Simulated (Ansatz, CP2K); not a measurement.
# Generalised stacking fault on (111) (shuffle set) of a GaAs-GaSb solid solution (48 atoms) in other programs, against a plane-wave reference

Wanted: errors and costs of other methods on generalised stacking fault on (111) (shuffle set) of a GaAs-GaSb solid solution (48 atoms). A plane-wave run serves as the reference.

Calculated with Ansatz 0.2.0; Kohn-Sham DFT, PBE, PAW, plane waves.

## Step 1: The starting structure

The cell holds 48 atoms: 24 Ga, 10 Sb and 14 As. Cell: a = 8.267 Å, b = 7.159 Å, c = 20.296 Å, α = 90.0°, β = 86.1°, γ = 90.0°. Zinc-blende GaAs lattice (a = 5.8453 Å, the value set for the mixture), cell with z along [111], 2 x 1 x 2 periods; the third cell vector is tilted by 0.333 of 1/2[1-10] and lengthened by 0 Å, so the cell holds one fault (shuffle set); displaced by a Gaussian of 0.01 Å; 10 of 24 As sites given to Sb at random (lattice constant by Vegard's rule between GaAs and GaSb). Then every atom was moved at random, 0.02 Å r.m.s. a Cartesian component. The structure's axis is c.

## Step 2: The reference run

The PAW files are the set soft_2.

File input.yaml:

```yaml
crystal:
  lattice:
    - [8.2665, 0.0, 0.0]
    - [0.0, 7.159, 0.0]
    - [1.37778, 0.0, 20.24871]
  atoms:
    - { symbol: Ga, position: [0.59449, 0.50123, 0.93733] }
    - { symbol: Sb, position: [0.74434, 0.49899, 0.06205] }
    - { symbol: Ga, position: [0.72984, 0.82863, 0.10392] }
    - { symbol: As, position: [0.71255, 0.83109, 0.22984] }
    [... 38 atom lines left out ...]
    - { symbol: Ga, position: [0.89818, 0.33457, 0.60213] }
    - { symbol: As, position: [0.88042, 0.33484, 0.72918] }
    - { symbol: Ga, position: [0.87648, 0.66832, 0.77078] }
    - { symbol: As, position: [0.84972, 0.66451, 0.89497] }
    - { symbol: Ga, position: [0.11821, 0.1687, 0.77168] }
    - { symbol: Sb, position: [0.10151, 0.16993, 0.89661] }
kpoints:
  mp_grid: { grid: [1, 1, 1] }
hamiltonian:
  xc: pbe
scf:
  occupations: { method: fermi_dirac, width: 0.05 }
output:
  forces: true
  eigenvalues: true
  populations: true
  stress: true
```

Run with:

```
$ ansatz run input.yaml --threads 4 --pin off --max-ram 8192MiB --backend cpu --events-out ev --progress --plain --runs-dir out
```

Log:

```text
[...]
Pseudopotentials: kind: paw
Pseudopotential: Ga, paw, valence charge 13, recommended cutoff 420 eV (normal), Ga.paw.azcp
Pseudopotential: Sb, paw, valence charge 15, recommended cutoff 420 eV (normal), Sb.paw.azcp
Pseudopotential: As, paw, valence charge 15, recommended cutoff 420 eV (normal), As.paw.azcp
[... 5 lines on functional and potentials left out ...]
Crystal: 48 atoms, lattice volume = 1198.316 Å³
Basis set: ecut = 420 eV, 23391 PW (Γ), exchange–correlation on 120×96×288 points (8 copies of the dense FFT grid, shifted against one another)
Bands: 404, of which v1, the nominal top of the filled ones, is band 336 counted from 1 (335 counted from 0)
Symmetry: 1 space group operations
Space group: P1 (ITA 1), of the structure as read, at distance tolerance 1.1e-4 Å
k-points: 1
[... 7 lines on functional and potentials left out ...]
Initial density: superposition of atomic densities (neutral atoms: chi_scale 0, normalization atom), corrected by the library's trained network
Initial wavefunctions: pseudopotential atomic-orbital guess
[...]
SCF iter   1: F=—  HF=-223618.129525 eV  |F-HF|=—  |Δ(HF+E_count)|=         —  Δρ=6.12e-3  dr2=5.27e-1  ethr=1.77e-3  ⟨swp⟩=6.0  Hψ=1462  notcnv=0
preconditioner: auto → LDOS  [insulator: Δε(μ)=0.123 eV  Ē_g=13.939 eV  σ=0.050 eV  W_gap=0.55  n_scr=304 (ndim 8)  ℏωp=22.3 eV  f_vac=0.080  D(μ)=15.99/eV (n_scr^D=78)  ε∞_Penn≈3.6  β→1.0]
[...]
SCF iter   9: F=—  HF=-223617.994137 eV  |F-HF|=—  |Δ(HF+E_count)|=   4.18e-7  Δρ=4.37e-6  dr2=4.82e-7  ethr=4.25e-10  ⟨swp⟩=2.0  Hψ=624  notcnv=0  defer=47
SCF iter  10: F=-223617.994137 eV  HF=-223617.994137 eV  |F-HF|=4.24e-8  |Δ(HF+E_count)|=   1.63e-8  Δρ=1.49e-6  dr2=4.99e-8  ethr=1.49e-11  ⟨swp⟩=10.0  Hψ=2013  notcnv=0
SCF 1 converged in 10 iterations: F = -223617.994137 eV  dr2 = 4.99e-8
[...]
SCF converged after 10 iterations
Free energy (F): -223617.994137 eV
Harris-Foulkes:  -223617.994137 eV  (|F-HF|=4.24e-8)
Internal energy: -223617.842325 eV  (E = F + TS)
E sigma→0 (E₀):  -223617.918231 eV
Entropy (-TS):   -0.151812 eV (-3.163 meV/atom)
Fermi energy:    8.214594 eV
--- Per-component energies (eV) ---
[...]
Σ components = -223617.994137   (vs F -223617.994137, Δ=0.00e0)
--- Forces (eV/Å), atoms counted from 1 ---
  atom   1  Ga     1.64807025     0.13493647     0.94239267
  atom   2  Sb    -1.50971654     0.32451865    -1.41173684
  atom   3  Ga    -0.68871681     0.44785080     1.12430559
  atom   4  As    -0.11543107     0.69416679    -0.30827507
[...]
atom  48  Sb     0.12209683     0.06536468     0.07989248
  max |Σ_I F_I| component: 2.87e-5 eV/Å
--- Stress (GPa, compression-positive) ---
       11.093973      -0.198701      -1.325268
       -0.198701       1.995958      -0.163043
       -1.325268      -0.163043       2.152194
  P = ⅓ Tr σ = 5.0807 GPa (50.807 kbar)
--- Band table (eV) ---
  k-point 0: bands = ["-27.1679", "-27.1540", "-27.1355", "-27.0958", [... 388 levels ...], "12.8654", "12.9739", "12.9966", "13.0692", "13.1279", "13.1706", "13.1963", "13.2252", "13.3018", "13.4305", "13.4552", "13.4903"]
--- Löwdin populations: 48 sites ---
  site symbol       q [e]
     0     Ga     13.1325
     1     Sb     14.6983
     2     Ga     13.0958
[...]
47     Sb     14.5984
  spilling = 0.001584 (of n_electrons = 672.000000)
```

The job ended after 19 s (4 threads of Arm Neoverse V2, shared host; peak memory 1.8 GiB; 71 s of CPU time).

The column dr2 measures how far the density is from self-consistency, as an energy; F and HF (Harris–Foulkes) agree once it is small.

Numbers from this run:

```
free energy                             : -223617.9941 eV
free energy per atom                    : -4658.7082 eV/atom
SCF cycles                              : 10
pressure                                : 5.081 GPa
r.m.s. force component                  : 0.6512 eV/Å
longest force                           : 2.092 eV/Å
Fermi energy                            : 8.215 eV
levels partly filled by over 2 per cent : 4
spilling of the projection              : 0.001584
```

Neighbours are counted within 2.82 Å (Ga-As), 3.05 Å (Ga-Sb), cutoffs set anew for this text.

Length of the force by element and coordination:

| element | coordination | atoms | mean length of the force (eV/Å) | spread | least | most |
| --- | --- | --- | --- | --- | --- | --- |
| As | all | 14 | 0.619 | 0.291 | 0.147 | 1.29 |
| As | 3 | 2 | 1.15 | 0.134 | 1.02 | 1.29 |
| As | 4 | 12 | 0.530 | 0.202 | 0.147 | 0.799 |
| Ga | all | 24 | 1.31 | 0.428 | 0.146 | 1.91 |
| Ga | 3 | 2 | 1.38 | 0.199 | 1.18 | 1.58 |
| Ga | 4 | 22 | 1.30 | 0.442 | 0.146 | 1.91 |
| Sb | all | 10 | 0.770 | 0.565 | 0.160 | 2.09 |

Löwdin charges by element and coordination (they lack the spilled electrons, 0.022 e an atom on average):

| element | coordination | atoms | mean charge (e) | spread | least | most |
| --- | --- | --- | --- | --- | --- | --- |
| As | all | 14 | -0.0581 | 0.0215 | -0.111 | -0.0354 |
| As | 3 | 2 | -0.107 | 0.0038 | -0.111 | -0.103 |
| As | 4 | 12 | -0.05 | 0.0088 | -0.0608 | -0.0354 |
| Ga | all | 24 | -0.073 | 0.0833 | -0.210 | 0.0739 |
| Ga | 3 | 2 | -0.149 | 0.0467 | -0.196 | -0.102 |
| Ga | 4 | 22 | -0.0661 | 0.0825 | -0.210 | 0.0739 |
| Sb | all | 10 | 0.363 | 0.0354 | 0.294 | 0.402 |

The levels nearest the highest filled one (over half full), pooled over k-points and spins:

| level less the highest filled one (eV) | occupation |
| --- | --- |
| -0.514 | 2 |
| -0.462 | 2 |
| -0.341 | 2.00 |
| -0.249 | 2.00 |
| -0.137 | 1.95 |
| 0 | 1.43 |
| 0.1 | 0.511 |
| 0.188 | 0.111 |
| 0.563 | 0 |
| 0.633 | 0 |
| 0.745 | 0 |
| 0.812 | 0 |

## Step 3: The ladder

The programs:
- CP2K 2026.2: Gaussian basis with GTH pseudopotentials and a plane-wave density; labels give functional, basis (MOLOPT sets; SR short-range, UZH the newer set with its own potentials), grid cutoff/relative cutoff and solver (OT: orbital transformation; TRS4, TC2, SIGN: linear-scaling purification with its sparsity filter), or its built-in tight binding.

All use the same cell and atoms; the electronic-structure runs use the same k-mesh, and an electronic temperature of 580 K (0.05 eV) where levels are smeared.

Differences are against the plane-wave reference, forces as r.m.s. over components; share is that over the reference's r.m.s. force, slope the least-squares factor from reference forces to these. Total energies of different programs have different zeros and aren't compared.

| run | Δ force, r.m.s. (meV/Å) | share (%) | slope | Δ pressure (GPa) | cores | CPU time | memory (GiB) |
| --- | --- | --- | --- | --- | --- | --- | --- |
| reference | - | - | - | - | 4 | 71 s | 1.8 |
| CP2K PBE, DZVP-UZH, 280/60 Ry, diagonalisation (coarse) | 2599 | 399 | 0.846 | 2.22 | 2 | 5.7 min | 1.4 |
| CP2K PBE, DZVP-UZH, 560/60 Ry, diagonalisation (coarse) | 72.5 | 11.1 | 1.036 | 0.853 | 2 | 7.3 min | 2.8 |
| CP2K PBE, DZVP-UZH, 800/30 Ry, diagonalisation (coarse) | 39.9 | 6.12 | 1.032 | 0.927 | 2 | 5.7 min | 4.4 |
| CP2K PBE, DZVP-UZH, 800/60 Ry, diagonalisation | 24.0 | 3.69 | 1.022 | 0.827 | 2 | 7.2 min | 4.4 |
| CP2K PBE, SZV-MOLOPT-SR, 800/60 Ry, diagonalisation (coarse) | 182 | 28.0 | 1.166 | 2.00 | 1 | 3.8 min | 4.3 |

Rows marked coarse were listed beforehand as settings not expected to be converged; some can still land near the reference.

CPU time is summed over cores on a shared host, where runs went side by side, so it is rough. Symmetry, cutoffs, thresholds, outputs and thread counts weren't matched or tuned between programs; memory under MPI is the largest rank's times the ranks.

Runs without a result: CP2K GFN1-xTB, diagonalisation (not converged, the SCF not settling).

Mean charges by element (e), by run and scheme:

| run | scheme | Ga | Sb | As |
| --- | --- | --- | --- | --- |
| reference | Löwdin | -0.07 | +0.36 | -0.06 |
| CP2K PBE, DZVP-UZH, 560/60 Ry, diagonalisation | Mulliken | -0.03 | +0.30 | -0.17 |
| CP2K PBE, DZVP-UZH, 560/60 Ry, diagonalisation | Hirshfeld | +0.11 | -0.04 | -0.16 |
| CP2K PBE, DZVP-UZH, 800/60 Ry, diagonalisation | Mulliken | -0.03 | +0.30 | -0.17 |
| CP2K PBE, DZVP-UZH, 800/60 Ry, diagonalisation | Hirshfeld | +0.11 | -0.04 | -0.16 |

The reference's Löwdin charges lack the electrons that the projection spills, 0.022 e an atom on average.

Within one program, basis, potentials and functional, energies share a zero. Each run against its twin at the usual cutoff or grid and solver:

| run | twin | Δ energy (meV/atom) | Δ force, r.m.s. (meV/Å) | CPU time over the twin's |
| --- | --- | --- | --- | --- |
| CP2K PBE, DZVP-UZH, 280/60 Ry, diagonalisation | DZVP-UZH, 800/60 Ry, diagonalisation | -101 | 2596 | 0.79 |
| CP2K PBE, DZVP-UZH, 560/60 Ry, diagonalisation | DZVP-UZH, 800/60 Ry, diagonalisation | -0.297 | 72.4 | 1.0 |
| CP2K PBE, DZVP-UZH, 800/30 Ry, diagonalisation | DZVP-UZH, 800/60 Ry, diagonalisation | -1.75 | 33.1 | 0.79 |

A second geometry, displaced anew (every atom was moved at random, 0.06 Å r.m.s. a Cartesian component), gives an energy difference that all programs can be tested on. The reference puts it at 38.91 meV/atom.

| run | energy less the first geometry's (meV/atom) | error (meV/atom) | force share at the second geometry (%) |
| --- | --- | --- | --- |
| CP2K PBE, DZVP-UZH, 800/60 Ry, diagonalisation | 40.17 | 1.26 | 3.69 |
| CP2K PBE, DZVP-UZH, 560/60 Ry, diagonalisation | 39.81 | 0.898 | 7.38 |
| CP2K PBE, SZV-MOLOPT-SR, 800/60 Ry, diagonalisation | 48.85 | 9.93 | 28.1 |
| CP2K PBE, DZVP-UZH, 800/30 Ry, diagonalisation | 40.31 | 1.39 | 5.12 |
| CP2K PBE, DZVP-UZH, 280/60 Ry, diagonalisation | 55.85 | 16.9 | 278 |

## Step 4: Outcome

* reference r.m.s. force component: 0.651 eV/Å
* nearest in forces: CP2K PBE, DZVP-UZH, 800/60 Ry, diagonalisation, 3.7 %
* farthest in forces: CP2K PBE, DZVP-UZH, 280/60 Ry, diagonalisation (coarse), 399 %
* cheapest electronic-structure run beside the reference: CP2K PBE, SZV-MOLOPT-SR, 800/60 Ry, diagonalisation, 3.8 min of CPU time

**Reading.** The PBE run in local orbitals, coarse settings apart, differs by 3.7 % (CP2K PBE, DZVP-UZH, 800/60 Ry, diagonalisation); basis, grid and potentials can all enter. Runs with settings chosen to be coarse differ by 6.1 % (CP2K PBE, DZVP-UZH, 800/30 Ry, diagonalisation) to 399 % (CP2K PBE, DZVP-UZH, 280/60 Ry, diagonalisation), their programs' other errors included. None of the electronic-structure runs in the table takes under half the reference's CPU time of 71 s; they take 3.2 to 6.2 times as much. CP2K PBE, SZV-MOLOPT-SR, 800/60 Ry, diagonalisation stiffens the forces by a factor of 1.17 while following their directions (correlation 0.982). In pressure, CP2K PBE, DZVP-UZH, 280/60 Ry, diagonalisation misses by +2.2 GPa, at the same functional. Charges hang on scheme and program or settings: among these rows the mean for Sb runs from -0.04 to +0.36 e. The energy difference between the two geometries, 38.9 meV/atom in the reference, is met best by CP2K PBE, DZVP-UZH, 560/60 Ry, diagonalisation (coarse) (+0.898) and worst by CP2K PBE, DZVP-UZH, 280/60 Ry, diagonalisation (coarse) (+16.9). In the reference: counting bands leaves a spacing of only 0.100 eV (at Γ alone), which the smearing bridges: 4 levels are partly filled by over 2 %, so a gap, if any, is small at this level. In the reference: mean Löwdin charges: As -0.06, Ga -0.07, Sb +0.36 e. The potentials hold different valence shells: 672 electrons in the reference, 432 in CP2K with SZV-MOLOPT-SR; this bears on time and differences. The reference's stress is far from hydrostatic: its diagonal is 11.1, 2.0, 2.2 GPa, compression counted positive. The host structure and its lattice constant were typed by rule, without a check against the phase diagram. The reference's pressure of 5.1 GPa belongs to a cell and atoms that aren't relaxed at this level. The electronic-structure runs sample only Γ, in a cell whose shortest periodic width is 7 Å, which is coarse for a cell with partly filled levels. Spin–orbit coupling is left out, which matters for the levels of the heavy elements.

[Also dropped from logs without a mark: logging warnings of Python, and SIESTA's first energy breakdown and zero terms.]

[Logs are printed without paths, hosts, clocks, repeated set-up lines and the standing remarks that a program may print on its own settings, such as how far it seeks lower states.]

[Hosts, paths, dates, database ids (printed as entryN), source tags and the programs' standing remarks are cut or masked in the printed files.]
